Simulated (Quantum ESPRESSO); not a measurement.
# Wannier-interpolated electron–phonon scattering in WC (P-6m2)

How strongly do phonons scatter the electrons of WC (P-6m2), and how dense must the meshes be?

Method: DFT LDA, scalar-relativistic, plane waves, PseudoDojo 0.4.1 norm-conserving pseudopotentials, in Quantum ESPRESSO 7.5.

## Step 1: Starting point

It takes space group P-6m2 (No. 187, hexagonal). Conventional cell: a = 2.907 Å, b = 2.907 Å, c = 2.837 Å, α = 90.00°, β = 90.00°, γ = 120.00°. W has 6 C at 2.20 Å nearest. C has 6 W at 2.20 Å nearest. Farther neighbours are not listed.

## Step 2: Relaxation

The cell is relaxed under the functional used for all that follows.

relax.in

```
&CONTROL
  calculation   = 'vc-relax'
  prefix        = 'x'
  outdir        = './tmp'
  pseudo_dir    = './pseudo'
  tprnfor       = .true.
  tstress       = .true.
  etot_conv_thr = 1.0d-05
  forc_conv_thr = 4.0d-04
/
&SYSTEM
  ibrav       = 0
  nat         = 2
  ntyp        = 2
  ecutwfc     = 82.0
  occupations = 'smearing'
  smearing    = 'mv'
  degauss     = 0.02
/
&ELECTRONS
  conv_thr = 1.0d-11
/
&IONS
/
&CELL
  press_conv_thr = 0.4
/
ATOMIC_SPECIES
 W     183.8400  W.upf
 C      12.0110  C.upf
CELL_PARAMETERS angstrom
     2.906500000    0.000000000    0.000000000
    -1.453250000    2.517102836    0.000000000
     0.000000000    0.000000000    2.836600000
ATOMIC_POSITIONS crystal
 W      0.000000000   0.000000000   0.000000000
 C      0.666666667   0.333333333   0.500000000
K_POINTS automatic
 9 9 9 0 0 0
```

Started as:

```bash
OMP_NUM_THREADS=1 mpirun -n 8 pw.x -nk 8 -in relax.in > relax.out
```

What it wrote:

```text
Program PWSCF v.7.5

     This program is part of the open-source Quantum ESPRESSO suite
     for quantum simulation of materials; please cite
         "P. Giannozzi et al., J. Phys.:Condens. Matter 21 395502 (2009);
         "P. Giannozzi et al., J. Phys.:Condens. Matter 29 465901 (2017);
         "P. Giannozzi et al., J. Chem. Phys. 152 154105 (2020);
     in publications or presentations arising from this work. More details at

     Message from routine setup:
     using ibrav=0 with symmetry is DISCOURAGED, use correct ibrav instead

     G-vector sticks info
     --------------------
     sticks:   dense  smooth     PW     G-vecs:    dense   smooth      PW
     Sum         673     673    211                14023    14023    2363

     Using Slab Decomposition

     bravais-lattice index     =            0
     lattice parameter (alat)  =       5.4925  a.u.
     unit-cell volume          =     140.0445 (a.u.)^3
     number of atoms/cell      =            2
     number of atomic types    =            2
     number of electrons       =        18.00
     number of Kohn-Sham states=           13
     kinetic-energy cutoff     =      82.0000  Ry
     charge density cutoff     =     328.0000  Ry
     scf convergence threshold =      1.0E-11
     mixing beta               =       0.7000
     number of iterations used =            8  plain     mixing
     energy convergence thresh.=      1.0E-05
     force convergence thresh. =      4.0E-04
     press convergence thresh. =      4.0E-01
     Exchange-correlation= SLA  PW   NOGX NOGC
                           (   1   4   0   0   0   0   0)
     nstep                     =           50

     celldm(1)=   5.492489  celldm(2)=   0.000000  celldm(3)=   0.000000
     celldm(4)=   0.000000  celldm(5)=   0.000000  celldm(6)=   0.000000

     crystal axes: (cart. coord. in units of alat)
               a(1) = (   1.000000   0.000000   0.000000 )
               a(2) = (  -0.500000   0.866025   0.000000 )
               a(3) = (   0.000000   0.000000   0.975950 )
[...]
estimated scf accuracy    <       0.45155156 Ry
     estimated scf accuracy    <       0.90077164 Ry
     estimated scf accuracy    <       0.00313305 Ry
     estimated scf accuracy    <       0.00063924 Ry
     estimated scf accuracy    <       0.00005080 Ry
     estimated scf accuracy    <       0.00000170 Ry
     estimated scf accuracy    <       0.00000114 Ry
     estimated scf accuracy    <       0.00000028 Ry
     estimated scf accuracy    <          1.5E-10 Ry
     estimated scf accuracy    <          6.3E-11 Ry
     estimated scf accuracy    <          1.9E-11 Ry
     estimated scf accuracy    <       0.00204031 Ry
     estimated scf accuracy    <       0.00046755 Ry
     estimated scf accuracy    <       0.00000885 Ry
     estimated scf accuracy    <       0.00000183 Ry
     estimated scf accuracy    <       0.00000003 Ry
     estimated scf accuracy    <       0.00000002 Ry
     estimated scf accuracy    <          7.7E-10 Ry
     estimated scf accuracy    <          9.1E-12 Ry
     estimated scf accuracy    <          4.4E-12 Ry
     the Fermi energy is    20.8506 ev
!    total energy              =    -163.95364040 Ry
     estimated scf accuracy    <          2.4E-14 Ry
     convergence has been achieved in  12 iterations
          total   stress  (Ry/bohr**3)                   (kbar)     P=       -0.30
   JOB DONE.
```

It took 11 s on 8 MPI ranks of Arm Neoverse V2, shared host; 89 s of CPU time.

Numbers from this step:

```
free energy     : -2230.7029 eV
pressure        : -0.03 GPa
volume per atom : 10.11 Å³/atom
```

The volume ends at 10.11 Å³ an atom, -2.6 % from the start.

## Step 3: Ground state

Linear response needs a tightly converged ground state.

scf.in

```
&CONTROL
  calculation = 'scf'
  prefix      = 'x'
  outdir      = './tmp'
  pseudo_dir  = './pseudo'
  tprnfor     = .true.
  tstress     = .true.
/
&SYSTEM
  ibrav       = 0
  nat         = 2
  ntyp        = 2
  ecutwfc     = 82.0
  occupations = 'smearing'
  smearing    = 'mv'
  degauss     = 0.02
/
&ELECTRONS
  conv_thr = 1.0d-12
/
ATOMIC_SPECIES
 W     183.8400  W.upf
 C      12.0110  C.upf
CELL_PARAMETERS angstrom
     2.882805600    0.000000000    0.000000000
    -1.441402800    2.496582900    0.000000000
     0.000000000    0.000000000    2.809268700
ATOMIC_POSITIONS crystal
 W      0.000000000   0.000000000   0.000000000
 C      0.666666700   0.333333300   0.500000000
K_POINTS automatic
 9 9 9 0 0 0
```

Started as:

```bash
OMP_NUM_THREADS=1 mpirun -n 8 pw.x -nk 8 -in scf.in > scf.out
```

What it wrote:

```text
[banner, memory and clock lines left out]
[...]
number of Kohn-Sham states=           13
     number of k points=    60  Marzari-Vanderbilt smearing, width (Ry)=  0.0200
     estimated scf accuracy    <       0.44883459 Ry
     estimated scf accuracy    <       0.83655572 Ry
     estimated scf accuracy    <       0.00284872 Ry
     estimated scf accuracy    <       0.00057344 Ry
     estimated scf accuracy    <       0.00003554 Ry
     estimated scf accuracy    <       0.00000115 Ry
     estimated scf accuracy    <       0.00000082 Ry
     estimated scf accuracy    <       0.00000017 Ry
     estimated scf accuracy    <          8.0E-11 Ry
     estimated scf accuracy    <          1.0E-10 Ry
     estimated scf accuracy    <          9.9E-12 Ry
     the Fermi energy is    20.8506 ev
!    total energy              =    -163.95364044 Ry
     estimated scf accuracy    <          1.6E-13 Ry
     convergence has been achieved in  12 iterations
          total   stress  (Ry/bohr**3)                   (kbar)     P=       -0.30
```

It took 3 s on 8 MPI ranks; 23 s of CPU time.

This step gave:

- Fermi energy: 20.85 eV

The Fermi level lies at 20.85 eV and the pressure is -0.03 GPa.

(Continued in part 2 of 6.)

[The logs of pw.x and epw.x are selected lines.]

[Logs are printed without paths, hosts, clocks, repeated set-up lines and the standing remarks that a program may print on its own settings, such as how far it seeks lower states.]

[Hosts, paths, dates, database ids (printed as entryN), source tags and the programs' standing remarks are cut or masked in the printed files.]
